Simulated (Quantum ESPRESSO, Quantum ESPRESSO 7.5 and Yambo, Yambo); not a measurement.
# A GW chain in Yambo: WSe2 (P6_3/mmc)

Wanted: ground state, empty states, screening and self-energy for WSe2 (P6_3/mmc).

Main program and level: Quantum ESPRESSO 7.5 and Yambo 5.3.0; PBE and many-body steps on it, plane waves.

The database entry behind the starting cell differs from later determinations by our own check (a about 0.2 % long), so it need not match the best structure at ambient conditions.

**1. The structure**

It takes space group P6_3/mmc (No. 194, hexagonal). Conventional cell: a = 3.290 Å, b = 3.290 Å, c = 12.970 Å, α = 90.00°, β = 90.00°, γ = 120.00°. Nearest to W lie 6 Se at 2.53 Å. Se has 3 W at 2.53 Å nearest. Farther neighbours and most contacts between anions are not listed.

The cell and positions come from the Crystallography Open Database and are kept as given unless a step says otherwise. Spin-orbit coupling is left out unless a step names it.

**2. Ground state**

This step: Quantum ESPRESSO 7.5; DFT, PBE, plane waves, norm-conserving pseudopotentials.

The ground-state density comes first.

pw.in

```
&control
  calculation = 'scf'
  prefix = 'x'
  outdir = 'o'
  pseudo_dir = 'pseudo'
/
&system
  ibrav = 0
  nat = 6
  ntyp = 2
  ecutwfc = 104.0
  nbnd = 69
  force_symmorphic = .true.
/
&electrons
  conv_thr = 1e-10
  electron_maxstep = 80
  mixing_beta = 0.5
/
ATOMIC_SPECIES
  W 183.84 W.upf
  Se 78.971 Se.upf
CELL_PARAMETERS angstrom
  3.2900000000 -0.0000000000 0.0000000000
  -1.6450000000 2.8492235785 0.0000000000
  0.0000000000 0.0000000000 12.9700000000
ATOMIC_POSITIONS crystal
  W 0.3333333333 0.6666666667 0.2500000000
  W 0.6666666667 0.3333333333 0.7500000000
  Se 0.3333333333 0.6666666667 0.6210000000
  Se 0.6666666667 0.3333333333 0.1210000000
  Se 0.3333333333 0.6666666667 0.8790000000
  Se 0.6666666667 0.3333333333 0.3790000000
K_POINTS automatic
  6 6 2 0 0 0
```

Started as:

```console
OMP_NUM_THREADS=1 mpirun -n 8 pw.x -nk 8 -in pw.in > pw.out
```

What it wrote:

```text
Program PWSCF v.7.5 starts

     This program is part of the open-source Quantum ESPRESSO suite
     for quantum simulation of materials; please cite
         "P. Giannozzi et al., J. Phys.:Condens. Matter 21 395502 (2009);
         "P. Giannozzi et al., J. Phys.:Condens. Matter 29 465901 (2017);
         "P. Giannozzi et al., J. Chem. Phys. 152 154105 (2020);
     in publications or presentations arising from this work. More details at
     Message from routine setup:
     using ibrav=0 with symmetry is DISCOURAGED, use correct ibrav instead

     G-vector sticks info

     bravais-lattice index     =            0
     lattice parameter (alat)  =       6.2172  a.u.
     unit-cell volume          =     820.4630 (a.u.)^3
     number of atoms/cell      =            6
     number of atomic types    =            2
     number of electrons       =       124.00
     number of Kohn-Sham states=           69
     kinetic-energy cutoff     =     104.0000  Ry
     charge density cutoff     =     416.0000  Ry
     scf convergence threshold =      1.0E-10
     mixing beta               =       0.5000
     number of iterations used =            8  plain     mixing
     Exchange-correlation= PBE
                           (   1   4   3   4   0   0   0)

     celldm(1)=   6.217199  celldm(2)=   0.000000  celldm(3)=   0.000000
     celldm(4)=   0.000000  celldm(5)=   0.000000  celldm(6)=   0.000000

     crystal axes: (cart. coord. in units of alat)
               a(1) = (   1.000000  -0.000000   0.000000 )
               a(2) = (  -0.500000   0.866025   0.000000 )
               a(3) = (   0.000000   0.000000   3.942249 )

     reciprocal axes: (cart. coord. in units 2 pi/alat)
               b(1) = (  1.000000  0.577350 -0.000000 )
               b(2) = (  0.000000  1.154701 -0.000000 )
               b(3) = ( -0.000000 -0.000000  0.253662 )
     Pseudo is Norm-conserving + core correction, Zval = 14.0
     Generated using ONCVPSP code by D. R. Hamann
     Using radial grid of 1396 points,  8 beta functions with:
     Pseudo is Norm-conserving + core correction, Zval = 24.0
     Generated using ONCVPSP code by D. R. Hamann
     Using radial grid of 1214 points,  6 beta functions with:
     W                14.00   183.84000     W ( 1.00)
     Se               24.00    78.97100     Se( 1.00)

     12 Sym. Ops., with inversion, found

   Cartesian axes

     site n.     atom                  positions (alat units)
         1        W      tau(   1) = (  -0.0000000   0.5773503   0.9855623  )
         2        W      tau(   2) = (   0.5000000   0.2886751   2.9566869  )
         3        Se     tau(   3) = (  -0.0000000   0.5773503   2.4481368  )
         4        Se     tau(   4) = (   0.5000000   0.2886751   0.4770122  )
         5        Se     tau(   5) = (  -0.0000000   0.5773503   3.4652371  )
         6        Se     tau(   6) = (   0.5000000   0.2886751   1.4941125  )

     number of k points=    14
                       cart. coord. in units 2pi/alat
        k(    1) = (   0.0000000   0.0000000   0.0000000), wk =   0.0277778
        k(    2) = (   0.0000000   0.0000000  -0.1268311), wk =   0.0277778
        k(    3) = (   0.0000000   0.1924501   0.0000000), wk =   0.1666667
        k(    4) = (   0.0000000   0.1924501  -0.1268311), wk =   0.1666667
        k(    5) = (   0.0000000   0.3849002   0.0000000), wk =   0.1666667
        k(    6) = (   0.0000000   0.3849002  -0.1268311), wk =   0.1666667
        k(    7) = (   0.0000000  -0.5773503   0.0000000), wk =   0.0833333
        k(    8) = (   0.0000000  -0.5773503  -0.1268311), wk =   0.0833333
        k(    9) = (   0.1666667   0.2886751   0.0000000), wk =   0.1666667
        k(   10) = (   0.1666667   0.2886751  -0.1268311), wk =   0.1666667
        k(   11) = (   0.1666667   0.4811252   0.0000000), wk =   0.3333333
        k(   12) = (   0.1666667   0.4811252  -0.1268311), wk =   0.3333333
        k(   13) = (   0.3333333   0.5773503   0.0000000), wk =   0.0555556
        k(   14) = (   0.3333333   0.5773503  -0.1268311), wk =   0.0555556

     Dense  grid:   117381 G-vectors     FFT dimensions: (  45,  45, 160)

     Initial potential from superposition of free atoms

     starting charge     123.9987, renormalised to     124.0000
     Starting wfcs are   72 randomized atomic wfcs

     per-process dynamical memory:   131.5 Mb

     Self-consistent Calculation

     iteration #  1     ecut=   104.00 Ry     beta= 0.50

     Threshold (ethr) on eigenvalues was too large:
     Diagonalizing with lowered threshold

     total energy              =   -3009.72199554 Ry
     estimated scf accuracy    <       0.13968154 Ry

     iteration #  2     ecut=   104.00 Ry     beta= 0.50

     total energy              =   -3009.72552903 Ry
     estimated scf accuracy    <       0.08857335 Ry

     iteration #  3     ecut=   104.00 Ry     beta= 0.50

     total energy              =   -3009.74297035 Ry
     estimated scf accuracy    <       0.05379035 Ry

     iteration #  4     ecut=   104.00 Ry     beta= 0.50

     total energy              =   -3009.74998996 Ry
     estimated scf accuracy    <       0.00100660 Ry

     iteration #  5     ecut=   104.00 Ry     beta= 0.50

     total energy              =   -3009.75006627 Ry
     estimated scf accuracy    <       0.00125648 Ry

     iteration #  6     ecut=   104.00 Ry     beta= 0.50

     total energy              =   -3009.75012299 Ry
     estimated scf accuracy    <       0.00025365 Ry

     iteration #  7     ecut=   104.00 Ry     beta= 0.50

     total energy              =   -3009.75017053 Ry
     estimated scf accuracy    <       0.00005071 Ry

     iteration #  8     ecut=   104.00 Ry     beta= 0.50

     total energy              =   -3009.75017362 Ry
     estimated scf accuracy    <       0.00000368 Ry

     iteration #  9     ecut=   104.00 Ry     beta= 0.50

     total energy              =   -3009.75017455 Ry
     estimated scf accuracy    <       0.00000032 Ry

     iteration # 10     ecut=   104.00 Ry     beta= 0.50

     total energy              =   -3009.75017457 Ry
     estimated scf accuracy    <       0.00000003 Ry

     iteration # 11     ecut=   104.00 Ry     beta= 0.50

     total energy              =   -3009.75017458 Ry
     estimated scf accuracy    <          5.9E-09 Ry

     iteration # 12     ecut=   104.00 Ry     beta= 0.50

     End of self-consistent calculation

          k = 0.0000 0.0000 0.0000 ( 14617 PWs)   bands (ev):

  -194.2348-194.2348-194.2348-194.2348-133.7323-133.7323-133.7323-133.7323
  -133.7323-133.7323-133.7323-133.7323-133.6925-133.6925-133.6925-133.6925
   -60.3698 -60.3698 -33.9278 -33.9278 -33.9278 -33.9278 -33.9273 -33.9273
   -33.9272 -33.9272 -33.8942 -33.8942 -33.8939 -33.8939 -33.8930 -33.8930
   -33.8927 -33.8927 -33.8816 -33.8813 -33.8794 -33.8791 -24.6150 -24.6150
   -24.4789 -24.4789 -24.4789 -24.4789  -1.3114  -1.0606  -0.1345   0.2855
     6.8361   7.9405  10.3524  11.3053  11.3053  11.3228  11.3228  12.4213
    12.4213  12.4765  12.4765  12.8722  12.9032  13.9730  16.6139  16.6139
    16.6644  16.6645  16.7039  16.7039  16.9133

          k = 0.0000 0.0000-0.1268 ( 14696 PWs)   bands (ev):

  -194.2348-194.2348-194.2348-194.2348-133.7323-133.7323-133.7323-133.7323
  -133.7323-133.7323-133.7323-133.7323-133.6925-133.6925-133.6925-133.6925
   -60.3698 -60.3698 -33.9278 -33.9278 -33.9278 -33.9278 -33.9273 -33.9273
   -33.9273 -33.9273 -33.8941 -33.8941 -33.8941 -33.8941 -33.8929 -33.8929
   -33.8929 -33.8929 -33.8814 -33.8814 -33.8793 -33.8793 -24.6150 -24.6150
   -24.4789 -24.4789 -24.4789 -24.4789  -1.2043  -1.2043   0.0912   0.0912
[...]
16.6193  16.6193  16.8280  16.8280  16.8280

          k = 0.0000 0.1925 0.0000 ( 14661 PWs)   bands (ev):

  -194.2348-194.2348-194.2348-194.2348-133.7323-133.7323-133.7323-133.7323
  -133.7323-133.7323-133.7323-133.7323-133.6925-133.6925-133.6925-133.6925
[...]
-33.9262 -33.9262 -33.8944 -33.8944 -33.8941 -33.8941 -33.8937 -33.8934
   -33.8932 -33.8928 -33.8810 -33.8808 -33.8788 -33.8786 -24.6029 -24.6029
   -24.5378 -24.5378 -24.4926 -24.4926  -0.9034  -0.6574   0.0910   0.4692
     7.3512   8.4398   9.9773  10.1992  10.2651  11.1323  11.6726  11.7189
    11.8145  11.8895  12.1270  12.8908  12.9165  13.3056  15.6288  16.1614
    16.2330  16.3040  16.5003  16.5484  17.1310

          k = 0.0000 0.1925-0.1268 ( 14660 PWs)   bands (ev):

     [... further k-points ...]

     highest occupied, lowest unoccupied level (ev):    13.9730   14.9521

!    total energy              =   -3009.75017458 Ry
     estimated scf accuracy    <          2.7E-11 Ry

     The total energy is the sum of the following terms:
     one-electron contribution =   -2439.79642748 Ry
     hartree contribution      =    1144.23819735 Ry
     xc contribution           =    -297.25989056 Ry
     ewald contribution        =   -1416.93205390 Ry

     convergence has been achieved in  12 iterations

     XML data file, charge density, pseudopotentials, collected wavefunctions

=------------------------------------------------------------------------------=
   JOB DONE.
=------------------------------------------------------------------------------=
```

Run time: 62 s. Hardware: 8 MPI ranks of Arm Neoverse V1, shared host; peak memory 1.7 GiB.

Numbers from this step:

- total energy: -40949.7373 eV
- gap: 0.9791 eV
- k of the valence top: 0, 0, 0
- k of the conduction bottom: 0.1667, 0.1667, 0
- least direct gap: 1.524 eV

The gap is indirect, with the least direct gap 0.54 eV higher.

**3. Bands along the symmetry lines**

Levels along a band path, at the cheap level, show where the edges lie and whether the meshes to come will hold them.

pw.in

```
&control
  calculation = 'bands'
  prefix = 'x'
  outdir = 'o'
  pseudo_dir = 'pseudo'
/
&system
  ibrav = 0
  nat = 6
  ntyp = 2
  ecutwfc = 104.0
  nbnd = 68
  force_symmorphic = .true.
/
&electrons
  conv_thr = 1e-9
  electron_maxstep = 80
  diago_full_acc = .true.
  diago_thr_init = 5e-6
/
ATOMIC_SPECIES
  W 183.84 W.upf
  Se 78.971 Se.upf
CELL_PARAMETERS angstrom
  3.2900000000 -0.0000000000 0.0000000000
  -1.6450000000 2.8492235785 0.0000000000
  0.0000000000 0.0000000000 12.9700000000
ATOMIC_POSITIONS crystal
  W 0.3333333333 0.6666666667 0.2500000000
  W 0.6666666667 0.3333333333 0.7500000000
  Se 0.3333333333 0.6666666667 0.6210000000
  Se 0.6666666667 0.3333333333 0.1210000000
  Se 0.3333333333 0.6666666667 0.8790000000
  Se 0.6666666667 0.3333333333 0.3790000000
K_POINTS crystal
  75
  0.00000000 0.00000000 0.00000000 1
  0.06250000 0.00000000 0.00000000 1
  0.12500000 0.00000000 0.00000000 1
  0.18750000 0.00000000 0.00000000 1
  0.25000000 0.00000000 0.00000000 1
  0.31250000 0.00000000 0.00000000 1
  0.37500000 0.00000000 0.00000000 1
  0.43750000 0.00000000 0.00000000 1
  0.50000000 0.00000000 0.00000000 1
  0.47916667 0.04166667 0.00000000 1
  0.45833333 0.08333333 0.00000000 1
  0.43750000 0.12500000 0.00000000 1
  0.41666666 0.16666666 0.00000000 1
  0.39583333 0.20833333 0.00000000 1
  0.37500000 0.25000000 0.00000000 1
  0.35416666 0.29166666 0.00000000 1
  0.33333333 0.33333333 0.00000000 1
  0.29166666 0.29166666 0.00000000 1
  0.25000000 0.25000000 0.00000000 1
  0.20833333 0.20833333 0.00000000 1
  0.16666666 0.16666666 0.00000000 1
  0.12500000 0.12500000 0.00000000 1
  0.08333333 0.08333333 0.00000000 1
  0.04166667 0.04166667 0.00000000 1
  0.00000000 0.00000000 0.00000000 1
  0.00000000 0.00000000 0.06250000 1
  0.00000000 0.00000000 0.12500000 1
  0.00000000 0.00000000 0.18750000 1
  0.00000000 0.00000000 0.25000000 1
  0.00000000 0.00000000 0.31250000 1
  0.00000000 0.00000000 0.37500000 1
  0.00000000 0.00000000 0.43750000 1
  0.00000000 0.00000000 0.50000000 1
  0.06250000 0.00000000 0.50000000 1
  0.12500000 0.00000000 0.50000000 1
  0.18750000 0.00000000 0.50000000 1
  0.25000000 0.00000000 0.50000000 1
  0.31250000 0.00000000 0.50000000 1
  0.37500000 0.00000000 0.50000000 1
  0.43750000 0.00000000 0.50000000 1
  0.50000000 0.00000000 0.50000000 1
  0.47916667 0.04166667 0.50000000 1
  0.45833333 0.08333333 0.50000000 1
  0.43750000 0.12500000 0.50000000 1
  0.41666666 0.16666666 0.50000000 1
  0.39583333 0.20833333 0.50000000 1
  0.37500000 0.25000000 0.50000000 1
  0.35416666 0.29166666 0.50000000 1
  0.33333333 0.33333333 0.50000000 1
  0.29166666 0.29166666 0.50000000 1
  0.25000000 0.25000000 0.50000000 1
  0.20833333 0.20833333 0.50000000 1
  0.16666666 0.16666666 0.50000000 1
  0.12500000 0.12500000 0.50000000 1
  0.08333333 0.08333333 0.50000000 1
  0.04166667 0.04166667 0.50000000 1
  0.00000000 0.00000000 0.50000000 1
  0.50000000 0.00000000 0.50000000 1
  0.50000000 0.00000000 0.43750000 1
  0.50000000 0.00000000 0.37500000 1
  0.50000000 0.00000000 0.31250000 1
  0.50000000 0.00000000 0.25000000 1
  0.50000000 0.00000000 0.18750000 1
  0.50000000 0.00000000 0.12500000 1
  0.50000000 0.00000000 0.06250000 1
  0.50000000 0.00000000 0.00000000 1
  0.33333333 0.33333333 0.50000000 1
  0.33333333 0.33333333 0.43750000 1
  0.33333333 0.33333333 0.37500000 1
  0.33333333 0.33333333 0.31250000 1
  0.33333333 0.33333333 0.25000000 1
  0.33333333 0.33333333 0.18750000 1
  0.33333333 0.33333333 0.12500000 1
  0.33333333 0.33333333 0.06250000 1
  0.33333333 0.33333333 0.00000000 1
```

What it wrote:

```text
[banner, memory and clock lines left out]
Program PWSCF v.7.5 starts

     Atomic positions and unit cell read from directory:
     o/x.save/

     Message from routine setup:
     using ibrav=0 with symmetry is DISCOURAGED, use correct ibrav instead

     G-vector sticks info

     bravais-lattice index     =            0
     lattice parameter (alat)  =       6.2172  a.u.
     unit-cell volume          =     820.4630 (a.u.)^3
     number of atoms/cell      =            6
     number of atomic types    =            2
     number of electrons       =       124.00
     number of Kohn-Sham states=           68
     kinetic-energy cutoff     =     104.0000  Ry
     charge density cutoff     =     416.0000  Ry
     Exchange-correlation= PBE
                           (   1   4   3   4   0   0   0)

     celldm(1)=   6.217199  celldm(2)=   0.000000  celldm(3)=   0.000000
     celldm(4)=   0.000000  celldm(5)=   0.000000  celldm(6)=   0.000000

     crystal axes: (cart. coord. in units of alat)
               a(1) = (   1.000000  -0.000000   0.000000 )
               a(2) = (  -0.500000   0.866025   0.000000 )
               a(3) = (   0.000000   0.000000   3.942249 )

     reciprocal axes: (cart. coord. in units 2 pi/alat)
               b(1) = (  1.000000  0.577350 -0.000000 )
               b(2) = (  0.000000  1.154701 -0.000000 )
               b(3) = ( -0.000000 -0.000000  0.253662 )
     Pseudo is Norm-conserving + core correction, Zval = 14.0
     Generated using ONCVPSP code by D. R. Hamann
     Using radial grid of 1396 points,  8 beta functions with:
     Pseudo is Norm-conserving + core correction, Zval = 24.0
     Generated using ONCVPSP code by D. R. Hamann
     Using radial grid of 1214 points,  6 beta functions with:
     W                14.00   183.84000     W ( 1.00)
     Se               24.00    78.97100     Se( 1.00)

     12 Sym. Ops., with inversion, found

   Cartesian axes

     site n.     atom                  positions (alat units)
         1        W      tau(   1) = (  -0.0000000   0.5773503   0.9855623  )
         2        W      tau(   2) = (   0.5000000   0.2886751   2.9566869  )
         3        Se     tau(   3) = (  -0.0000000   0.5773503   2.4481368  )
         4        Se     tau(   4) = (   0.5000000   0.2886751   0.4770122  )
         5        Se     tau(   5) = (  -0.0000000   0.5773503   3.4652371  )
         6        Se     tau(   6) = (   0.5000000   0.2886751   1.4941125  )

     number of k points=    75
                       cart. coord. in units 2pi/alat
        k(    1) = (   0.0000000   0.0000000   0.0000000), wk =   0.0266667
        k(    2) = (   0.0625000   0.0360844   0.0000000), wk =   0.0266667
        k(    3) = (   0.1250000   0.0721688   0.0000000), wk =   0.0266667
[...]
[... 63 further rows ...]
        k(   74) = (   0.3333333   0.5773503   0.0158539), wk =   0.0266667
        k(   75) = (   0.3333333   0.5773503   0.0000000), wk =   0.0266667

     Dense  grid:   117381 G-vectors     FFT dimensions: (  45,  45, 160)

     The potential is recalculated from file :
     o/x.save/charge-density

     Starting wfcs are   72 randomized atomic wfcs

     Band Structure Calculation

     End of band structure calculation

          k = 0.0000 0.0000 0.0000 ( 14617 PWs)   bands (ev):

  -194.2348-194.2348-194.2347-194.2347-133.7323-133.7323-133.7323-133.7323
  -133.7323-133.7323-133.7323-133.7323-133.6925-133.6925-133.6925-133.6925
   -60.3698 -60.3698 -33.9278 -33.9278 -33.9278 -33.9278 -33.9273 -33.9273
   -33.9272 -33.9272 -33.8942 -33.8942 -33.8939 -33.8939 -33.8930 -33.8930
   -33.8927 -33.8927 -33.8815 -33.8812 -33.8794 -33.8791 -24.6151 -24.6150
[...]
16.6644  16.6645  16.7039  16.7039

          k = 0.0625 0.0361 0.0000 ( 14651 PWs)   bands (ev):

  -194.2348-194.2348-194.2347-194.2347-133.7324-133.7323-133.7323-133.7323
[...]
16.5615  16.6158  16.6200  16.7060

          k = 0.1250 0.0722 0.0000 ( 14655 PWs)   bands (ev):

[...]
16.4001  16.4049  16.4398  16.6571

[...]
k = 0.3333 0.5774 0.0159 ( 14754 PWs)   bands (ev):

[...]
15.8826  17.0619  17.0620  17.0698

          k = 0.3333 0.5774 0.0000 ( 14730 PWs)   bands (ev):

  -194.2348-194.2348-194.2347-194.2347-133.7324-133.7324-133.7324-133.7324
  -133.7323-133.7323-133.7323-133.7323-133.6925-133.6925-133.6925-133.6925
[...]
8.1310   8.3036   8.3036   8.3291   9.1051   9.3868   9.8937   9.8937
    10.1315  10.1315  11.4176  11.4176  13.5337  13.7795  15.3033  15.3033
    15.8727  17.0579  17.0579  17.0863

     XML data file, pseudopotentials, collected wavefunctions
```

It took 74 s on 8 MPI ranks; peak memory 1.5 GiB; 9.9 min of CPU time.

Numbers from this step:

```yaml
gap: 0.9791 eV
k_of_the_valence_top: 0, 0, 0
k_of_the_conduction_bottom: 0.1667, 0.1667, 0
least_direct_gap: 1.524 eV
```

The gap is 0.979 eV, as in the run before at this level.

The electronic bands at the labelled points (eV, zero at the top of the highest filled band):

| point | band 59 | band 60 | band 61 | band 62 | band 63 | band 64 | band 65 | band 66 |
| --- | --- | --- | --- | --- | --- | --- | --- | --- |
| Γ | -1.50 | -1.10 | -1.07 | 0.00 | 2.64 | 2.64 | 2.69 | 2.69 |
| halfway | -1.85 | -1.52 | -1.34 | -1.22 | 1.33 | 1.99 | 2.24 | 2.26 |
| M | -1.43 | -1.36 | -1.28 | -1.11 | 2.13 | 2.17 | 2.32 | 2.65 |
| halfway | -2.65 | -2.27 | -0.85 | -0.57 | 1.85 | 1.96 | 2.54 | 2.64 |
| K | -2.56 | -2.56 | -0.44 | -0.19 | 1.33 | 1.33 | 1.90 | 3.08 |
| halfway | -1.70 | -1.49 | -1.14 | -1.10 | 0.98 | 1.86 | 2.03 | 2.05 |
| Γ | -1.50 | -1.10 | -1.07 | 0.00 | 2.64 | 2.64 | 2.69 | 2.69 |
| halfway | -1.50 | -1.50 | -0.55 | -0.05 | 2.64 | 2.64 | 2.66 | 2.66 |
| A | -1.52 | -1.52 | -0.22 | -0.22 | 2.65 | 2.65 | 2.65 | 2.65 |
| halfway | -1.89 | -1.89 | -1.23 | -1.23 | 1.73 | 1.73 | 2.10 | 2.10 |
| L | -1.34 | -1.34 | -1.24 | -1.24 | 2.15 | 2.15 | 2.52 | 2.52 |
| halfway | -2.54 | -2.54 | -0.70 | -0.70 | 1.91 | 1.91 | 2.64 | 2.64 |
| H | -2.74 | -2.74 | -0.33 | -0.33 | 1.33 | 1.33 | 2.43 | 2.43 |
| halfway | -1.67 | -1.67 | -1.11 | -1.11 | 1.37 | 1.37 | 2.15 | 2.15 |
| A | -1.52 | -1.52 | -0.22 | -0.22 | 2.65 | 2.65 | 2.65 | 2.65 |
| jump to L | -1.34 | -1.34 | -1.24 | -1.24 | 2.15 | 2.15 | 2.52 | 2.52 |
| halfway | -1.40 | -1.32 | -1.29 | -1.15 | 2.14 | 2.17 | 2.38 | 2.62 |
| M | -1.43 | -1.36 | -1.28 | -1.11 | 2.13 | 2.17 | 2.32 | 2.65 |
| jump to H | -2.74 | -2.74 | -0.33 | -0.33 | 1.33 | 1.33 | 2.43 | 2.43 |
| halfway | -2.63 | -2.63 | -0.41 | -0.24 | 1.33 | 1.33 | 2.05 | 2.88 |
| K | -2.56 | -2.56 | -0.44 | -0.19 | 1.33 | 1.33 | 1.90 | 3.08 |

(Part 1 of 3 ends here.)

[Paths, hosts, dates, memory and timing lines, banners, echoed tables and standing remarks are left out of the program output.]

[Logs are printed without paths, hosts, clocks, repeated set-up lines and the standing remarks that a program may print on its own settings, such as how far it seeks lower states.]

[Runs of the session that timed out or met a known fault of the program may be left out.]

[Hosts, paths, dates, database ids (printed as entryN), source tags and the programs' standing remarks are cut or masked in the printed files.]
